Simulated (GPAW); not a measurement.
## ScGaS3 (model structure): optical spectrum from first principles

Aim: the dielectric function of ScGaS3 (model structure), and the optical constants that follow from it. The cell was made here by substitution or stacking, whether or not such a phase is known. It was built so: All La replaced by Sc and O replaced by S in the Pm-3m structure of LaGaO3. The cell given below was relaxed beforehand with Ansatz.

Method: DFT, RPBE, plane-wave PAW (GPAW data sets), scalar-relativistic, RPA, optical limit, in GPAW 26.7.0.

### 1. The starting structure

Symmetry: Pm-3m, No. 221, cubic system. Conventional cell: a = 4.706 Å, b = 4.706 Å, c = 4.706 Å, α = 90.00°, β = 90.00°, γ = 90.00°. Ga has 6 S at 2.35 Å nearest. Nearest to Sc lie 12 S at 3.33 Å. S has 2 Ga at 2.35 Å and 4 Sc at 3.33 Å nearest. All La replaced by Sc and O replaced by S in the Pm-3m structure of LaGaO3. Farther neighbours and most contacts between anions are not listed.

### 2. Ground state

The self-consistent density comes first; it also tells whether there is a gap, which decides the occupations and the need for a Drude term.

This step: DFT, RPBE, plane-wave PAW (GPAW data sets), scalar-relativistic, ground state (GPAW 26.7.0).

File gs.py:

```python
from ase import Atoms
from ase.dft.bandgap import bandgap
from gpaw import GPAW, PW, FermiDirac

atoms = Atoms(['Ga', 'Sc', 'S', 'S', 'S'],
              cell=[[4.70647720, 0.00000000, 0.00000000],
                    [0.00000000, 4.70647720, 0.00000000],
                    [0.00000000, 0.00000000, 4.70647720]],
              scaled_positions=[[0.00000000, 0.00000000, 1.00000000],
                                [0.50000000, 0.50000000, 0.50000000],
                                [0.50000000, 0.00000000, 0.00000000],
                                [0.00000000, 1.00000000, 0.50000000],
                                [0.00000000, 0.50000000, 0.00000000]],
              pbc=[True, True, True])
atoms.calc = GPAW(mode=PW(400), xc='RPBE', kpts={'size': (5, 5, 5), 'gamma': True},
                  occupations=FermiDirac(0.05), maxiter=150, txt='gs.txt')
print('energy (eV)', atoms.get_potential_energy())
print('Fermi level (eV)', atoms.calc.get_fermi_level())
print('valence electrons', atoms.calc.get_number_of_electrons())
print('gap (eV)', bandgap(atoms.calc, output=None)[0])
print('direct gap (eV)', bandgap(atoms.calc, direct=True, output=None)[0])
atoms.calc.write('gs.gpw')
```

Command:

```console
> OMP_NUM_THREADS=1 python gs.py
```

Numbers of over 12 decimals in the logs are rounded to 6 here.

The program printed:

```text
__  _  _
 | _ |_)|_||  |
 |__||  | ||/\| - 26.7.0

Versions:
  Python: 3.12.14
  ASE:    3.29.0
  Numpy:  2.5.5
  Scipy:  1.18.1
  Libxc:  7.0.0

Input parameters:
  mode=PW(ecut=400.0),
  kpts=MonkhorstPack(size=(5, 5, 5), gamma=True),
  maxiter=150,
  occupations=Occupations(name='fermi-dirac', width=0.05, fixmagmom=False),
  xc=XC(name='RPBE')

Diagonalizing LCAO Hamiltonian
Converting LCAO to pw mode
    .-----------.
   /|           |
  / |           |
 *  |           |
 |  |           |
 |  |   Sc      |
 S  .-----------.
 | /           /
 |/           /
 Ga----S-----*

Atoms  # Å, Bohr magnetons
|   | symbol |        x |        y |        z |    initial magnetic moments |
| 0 |     Ga | 0.000000 | 0.000000 | 4.706477 | ( 0.0000,  0.0000,  0.0000) |
| 1 |     Sc | 2.353239 | 2.353239 | 2.353239 | ( 0.0000,  0.0000,  0.0000) |
| 2 |      S | 2.353239 | 0.000000 | 0.000000 | ( 0.0000,  0.0000,  0.0000) |
| 3 |      S | 0.000000 | 4.706477 | 2.353239 | ( 0.0000,  0.0000,  0.0000) |
| 4 |      S | 0.000000 | 2.353239 | 0.000000 | ( 0.0000,  0.0000,  0.0000) |

Unit cell  # Å
| periodic |        x |        y |        z |  lengths |    angles |
|      yes | 4.706477 | 0.000000 | 0.000000 | 4.706477 | 90.000000 |
|      yes | 0.000000 | 4.706477 | 0.000000 | 4.706477 | 90.000000 |
|      yes | 0.000000 | 0.000000 | 4.706477 | 4.706477 | 90.000000 |

Number of symmetries: 48
Symmetry operations  # r_c * U_cc + t_c -> r_c
|    | kind |            matrix            |
|  0 |  E   |  1, 0, 0,  0, 1, 0,  0, 0, 1 |
|  1 |  σ   |  1, 0, 0,  0, 1, 0,  0, 0,-1 |
|  2 |  σ   |  1, 0, 0,  0, 0, 1,  0, 1, 0 |
|  3 |  C4  |  1, 0, 0,  0, 0, 1,  0,-1, 0 |
|  4 |  C4  |  1, 0, 0,  0, 0,-1,  0, 1, 0 |
|  5 |  σ   |  1, 0, 0,  0, 0,-1,  0,-1, 0 |
|  6 |  σ   |  1, 0, 0,  0,-1, 0,  0, 0, 1 |
|  7 |  C2  |  1, 0, 0,  0,-1, 0,  0, 0,-1 |
|  8 |  σ   |  0, 1, 0,  1, 0, 0,  0, 0, 1 |
|  9 |  C2  |  0, 1, 0,  1, 0, 0,  0, 0,-1 |
| 10 |  C3  |  0, 1, 0,  0, 0, 1,  1, 0, 0 |
| 11 |  S6  |  0, 1, 0,  0, 0, 1, -1, 0, 0 |
| 12 |  S6  |  0, 1, 0,  0, 0,-1,  1, 0, 0 |
| 13 |  C3  |  0, 1, 0,  0, 0,-1, -1, 0, 0 |
| 14 |  C4  |  0, 1, 0, -1, 0, 0,  0, 0, 1 |
| 15 |  S4  |  0, 1, 0, -1, 0, 0,  0, 0,-1 |
| 16 |  C3  |  0, 0, 1,  1, 0, 0,  0, 1, 0 |
| 17 |  S6  |  0, 0, 1,  1, 0, 0,  0,-1, 0 |
| 18 |  σ   |  0, 0, 1,  0, 1, 0,  1, 0, 0 |
| 19 |  C4  |  0, 0, 1,  0, 1, 0, -1, 0, 0 |
| 20 |  C2  |  0, 0, 1,  0,-1, 0,  1, 0, 0 |
| 21 |  S4  |  0, 0, 1,  0,-1, 0, -1, 0, 0 |
| 22 |  S6  |  0, 0, 1, -1, 0, 0,  0, 1, 0 |
| 23 |  C3  |  0, 0, 1, -1, 0, 0,  0,-1, 0 |
| 24 |  S6  |  0, 0,-1,  1, 0, 0,  0, 1, 0 |
| 25 |  C3  |  0, 0,-1,  1, 0, 0,  0,-1, 0 |
| 26 |  C4  |  0, 0,-1,  0, 1, 0,  1, 0, 0 |
| 27 |  σ   |  0, 0,-1,  0, 1, 0, -1, 0, 0 |
| 28 |  S4  |  0, 0,-1,  0,-1, 0,  1, 0, 0 |
| 29 |  C2  |  0, 0,-1,  0,-1, 0, -1, 0, 0 |
| 30 |  C3  |  0, 0,-1, -1, 0, 0,  0, 1, 0 |
| 31 |  S6  |  0, 0,-1, -1, 0, 0,  0,-1, 0 |
| 32 |  C4  |  0,-1, 0,  1, 0, 0,  0, 0, 1 |
| 33 |  S4  |  0,-1, 0,  1, 0, 0,  0, 0,-1 |
| 34 |  S6  |  0,-1, 0,  0, 0, 1,  1, 0, 0 |
| 35 |  C3  |  0,-1, 0,  0, 0, 1, -1, 0, 0 |
| 36 |  C3  |  0,-1, 0,  0, 0,-1,  1, 0, 0 |
| 37 |  S6  |  0,-1, 0,  0, 0,-1, -1, 0, 0 |
| 38 |  σ   |  0,-1, 0, -1, 0, 0,  0, 0, 1 |
| 39 |  C2  |  0,-1, 0, -1, 0, 0,  0, 0,-1 |
| 40 |  σ   | -1, 0, 0,  0, 1, 0,  0, 0, 1 |
| 41 |  C2  | -1, 0, 0,  0, 1, 0,  0, 0,-1 |
| 42 |  C2  | -1, 0, 0,  0, 0, 1,  0, 1, 0 |
| 43 |  S4  | -1, 0, 0,  0, 0, 1,  0,-1, 0 |
| 44 |  S4  | -1, 0, 0,  0, 0,-1,  0, 1, 0 |
| 45 |  C2  | -1, 0, 0,  0, 0,-1,  0,-1, 0 |
| 46 |  C2  | -1, 0, 0,  0,-1, 0,  0, 0, 1 |
| 47 |  i   | -1, 0, 0,  0,-1, 0,  0, 0,-1 |

BZ-sampling:
  Number of BZ points: 125
  Number of IBZ points: 10

  Monkhorst-Pack size: [5, 5, 5]
  Monkhorst-Pack shift: [0, 0, 0]

K-points  # in reciprocal-cell coordinates
|   |                                coordinates |     weight |
| 0 | (  0.00000000,   0.00000000,   0.00000000) | 0.00800000 |
| 1 | (  0.20000000,   0.00000000,   0.00000000) | 0.04800000 |
| 2 | (  0.20000000,   0.20000000,   0.00000000) | 0.09600000 |
| 3 | (  0.20000000,   0.20000000,   0.20000000) | 0.06400000 |
| 4 | (  0.40000000,   0.00000000,   0.00000000) | 0.04800000 |
| 5 | (  0.40000000,   0.20000000,   0.00000000) | 0.19200000 |
| 6 | (  0.40000000,   0.20000000,   0.20000000) | 0.19200000 |
| 7 | (  0.40000000,   0.40000000,   0.00000000) | 0.09600000 |
| 8 | (  0.40000000,   0.40000000,   0.20000000) | 0.19200000 |
| 9 | (  0.40000000,   0.40000000,   0.40000000) | 0.06400000 |

Plane wave coefficients: 1908
Cutoff: 400.0 eV

Spin-components: 1 (collinear spins)
Bands:           24
Projectors:      26
Spin-degeneracy: 2
Datatype:        complex128

Parallelization:
  kpt:    1
  domain: 1
  band:   1

Density:
  Valence electrons: 32.0
  Components: 1
  Grid points: [24 24 24]
  Charge: 0.0  # |e|

Potential:
  Grid points: [24 24 24]

species:
  Ga:
    name:    Gallium
    id:
    Z:       31.0
    valence: 3
    core:    28
    charge:  0.0  # [|e|]
    compensation charges:
      type: gauss
      rc: 0.37  # [Å]
      lmax: 2
    cutoffs:
      filter: 2.06  # [Å]
      core: 4.17  # [Å]
    projectors
    | kind |    occ | energy [eV] | rcut [Å] |
    |   4s |  2.000 |      -8.878 |    1.164 |
    |   4p |  1.000 |      -2.543 |    1.164 |
    |    s |        |      18.334 |    1.164 |
    |    p |        |      24.668 |    1.164 |
    |    d |        |       0.000 |    1.164 |

    Using partial waves for Ga as LCAO basis

  Sc:
    name:    Scandium
    id:
    Z:       21.0
    valence: 11
    core:    10
    charge:  0.0  # [|e|]
    compensation charges:
      type: gauss
      rc: 0.39  # [Å]
      lmax: 2
    cutoffs:
      filter: 2.14  # [Å]
      core: 1.08  # [Å]
    projectors
    | kind |    occ | energy [eV] | rcut [Å] |
    |   3s |  2.000 |     -55.139 |    1.228 |
    |   4s |  2.000 |      -4.144 |    1.228 |
    |   3p |  6.000 |     -33.670 |    1.281 |
    |   4p |  0.000 |      -1.480 |    1.281 |
    |   3d |  1.000 |      -3.185 |    1.196 |
    |    d |        |      24.027 |    1.196 |

    Using partial waves for Sc as LCAO basis

  S:
    name:    Sulfur
    id:
    Z:       16.0
    valence: 6
    core:    10
    charge:  0.0  # [|e|]
    compensation charges:
      type: gauss
      rc: 0.24  # [Å]
      lmax: 2
    cutoffs:
      filter: 1.77  # [Å]
      core: 1.66  # [Å]
    projectors
    | kind |    occ | energy [eV] | rcut [Å] |
    |   3s |  2.000 |     -17.247 |    0.974 |
    |   3p |  4.000 |      -6.991 |    0.979 |
    |    s |        |       9.964 |    0.974 |
    |    p |        |      20.220 |    0.979 |
    |    d |        |       0.000 |    0.900 |

    Using partial waves for S as LCAO basis

Reference energy: -106268.342877  # eV

eigensolver:
  PPCG
  Converge bands: occupied
  niter=2

density mixing:
  MSR1-Mixer
  Pratt-step length: 0.05
  Maximum mixing coefficient: 0.75
  Old densities: 10
  SVD Regularization: 0.005
  Good broyden scale: 1.0
  Trust region scale: 1.0
  Backstep threshold: 4.0
  History deletion threshold: 6.0
  Fourier metric: weight=20.0, sigma=0.015

occupation numbers:
  Fermi-Dirac:
    width: 0.0500  # eV

poisson solver:
  ecut: 3200.0  # eV

xc functional:
  name: RPBE with 2 nearest neighbor stencil

convergence criteria:
- Maximum [total energy] change in last 3 cyles: 0.0005 eV / valence electron
- Maximum integral of absolute [dens]ity change: 0.0001 electrons / valence electron
- Maximum integral of absolute [eigenst]ate change: 4e-08 eV^2 / valence electron
maximum number of iterations: 150

SCF iterations
|iter     |      energy | eigst |  dens |
|iter:   1||  -22.230222 | +0.51 |       |
|iter:   2||  -21.570475 | -1.49 | -0.89 |
|iter:   3||  -21.747790 | -0.07 | -0.95 |
|iter:   4||  -20.366746 | -0.84 | -0.74 |
|iter:   5||  -20.180110 | -2.24 | -1.40 |
|iter:   6||  -20.027494 | -1.74 | -1.51 |
|iter:   7||  -20.025381 | -2.87 | -2.11 |
|iter:   8||  -20.023933c| -4.22 | -2.45 |
|iter:   9||  -20.023890c| -5.16 | -3.30 |
|iter:  10||  -20.023886c| -5.84 | -3.66 |
|iter:  11||  -20.023894c| -6.61 | -4.02c|
|iter:  12||  -20.023895c| -7.42c| -4.64c|

Converged in 12 steps
SCF loop duration: 12.303 s (1.025 s/step)
Energy contributions relative to reference atoms: (reference = -106268.342877)

Energy contributions:
  Kinetic:          28.269795
  Coulomb:         -25.627090
  Zero:              0.282963
  External:          0.000000
  Xc:              -22.941262
  Entropy:          -0.016601
  Spinorbit:         0.000000
  ----------------------------
  Free energy:     -20.032195
  Extrapolated:    -20.023895

dipole moment: (-42.112296, -42.112296, -42.112296)  # |e|*Ang

Fermi level: 5.507
Eigenvalues  # (at kpt = [0.000, 0.000, 0.000])
| band index |      eig [eV] | occ [0-2] |
|          0 |       -46.275 |     2.000 |
|        ... |               |           |
|          9 |         0.262 |     2.000 |
|         10 |         3.763 |     2.000 |
|         11 |         4.393 |     2.000 |
|         12 |         4.393 |     2.000 |
|         13 |         4.393 |     2.000 |
|         14 |         4.784 |     2.000 |
|         15 |         4.784 |     2.000 |
|         16 |         4.784 |     2.000 |
|         17 |         5.920 |     0.001 |
|         18 |         5.920 |     0.001 |
|         19 |         6.059 |     0.000 |
|         20 |         6.059 |     0.000 |
|         21 |         6.059 |     0.000 |
|         22 |         7.753 |     0.000 |
|         23 |        12.519 |     0.000 |

No gap
No difference between direct/indirect transitions

--- standard output ---
energy (eV) -20.023895
Fermi level (eV) 5.506766
valence electrons 32.0
gap (eV) 0.0
direct gap (eV) 0.0
```

The job ended after 14 s (1 thread of Arm Neoverse V1, shared host; peak memory 0.16 GiB).

This step gave:

| Quantity | Value |
| --- | --- |
| energy | -20.02 eV |
| Fermi energy | 5.507 eV |
| electrons | 32 |

There are states at the Fermi level within the smearing, so the occupations stay smeared and the carriers get a Drude term.

### 3. Bands for the response

The response needs many more empty bands than the density does.

This step: DFT, RPBE, plane-wave PAW (GPAW data sets), scalar-relativistic, bands at fixed density (GPAW 26.7.0).

File nscf.py:

```python
from ase.dft.bandgap import bandgap
from gpaw import GPAW, FermiDirac

calc = GPAW('gs.gpw').fixed_density(kpts={'size': (8, 8, 8), 'gamma': True}, nbands=46, convergence={'bands': 40},
                                    occupations=FermiDirac(0.05), txt='nscf.txt')
print('gap (eV)', bandgap(calc, output=None)[0])
print('direct gap (eV)', bandgap(calc, direct=True, output=None)[0])
calc.write('full.gpw', mode='all')
```

Command:

```console
> OMP_NUM_THREADS=1 python nscf.py
```

The program printed:

```text
Diagonalizing LCAO Hamiltonian
Converting LCAO to pw mode
convergence criteria:
- Maximum integral of absolute [eigenst]ate change: 4e-08 eV^2 / valence electron
maximum number of iterations: 150

SCF iterations
|iter     |      energy | eigst |  dens |
|iter:   1||             | +2.90 |       |
|iter:   2||             | +1.98 |       |
|iter:   3||             | +1.55 |       |
|iter:   4||             | +0.97 |       |
|iter:   5||             | +0.56 |       |
|iter:   6||             | -0.03 |       |
|iter:   7||             | -0.52 |       |
|iter:   8||             | -1.13 |       |
|iter:   9||             | -1.64 |       |
|iter:  10||             | -2.24 |       |
|iter:  11||             | -2.75 |       |
|iter:  12||             | -3.32 |       |
|iter:  13||             | -3.83 |       |
|iter:  14||             | -4.38 |       |
|iter:  15||             | -4.87 |       |
|iter:  16||             | -5.40 |       |
|iter:  17||             | -5.85 |       |
|iter:  18||             | -6.35 |       |
|iter:  19||             | -6.72 |       |
|iter:  20||             | -7.16 |       |
|iter:  21||             | -7.53c|       |
SCF steps: 21
  __  _  _
 | _ |_)|_||  |
 |__||  | ||/\| - 26.7.0

Versions:
  Python: 3.12.14
  ASE:    3.29.0
  Numpy:  2.5.5
  Scipy:  1.18.1
  Libxc:  7.0.0

Input parameters:
  mode=PW(ecut=400.0),
  convergence={'bands': 40},
  gpts=array([24, 24, 24]),
  kpts=MonkhorstPack(size=(8, 8, 8), gamma=True),
  maxiter=150,
  nbands=46,
  occupations=Occupations(name='fermi-dirac', width=0.05, fixmagmom=False),
  parallel={},
  xc=XC(name='RPBE')

--- standard output ---
gap (eV) 0.0
direct gap (eV) 0.0
```

It took 1.9 min on 1 thread; peak memory 0.23 GiB.

[end of part 1 of 2]

[Machine, clock and banner lines and Python warnings are left out of the logs.]

[Logs are printed without paths, hosts, clocks, repeated set-up lines and the standing remarks that a program may print on its own settings, such as how far it seeks lower states.]

[Hosts, paths, dates, database ids (printed as entryN), source tags and the programs' standing remarks are cut or masked in the printed files.]
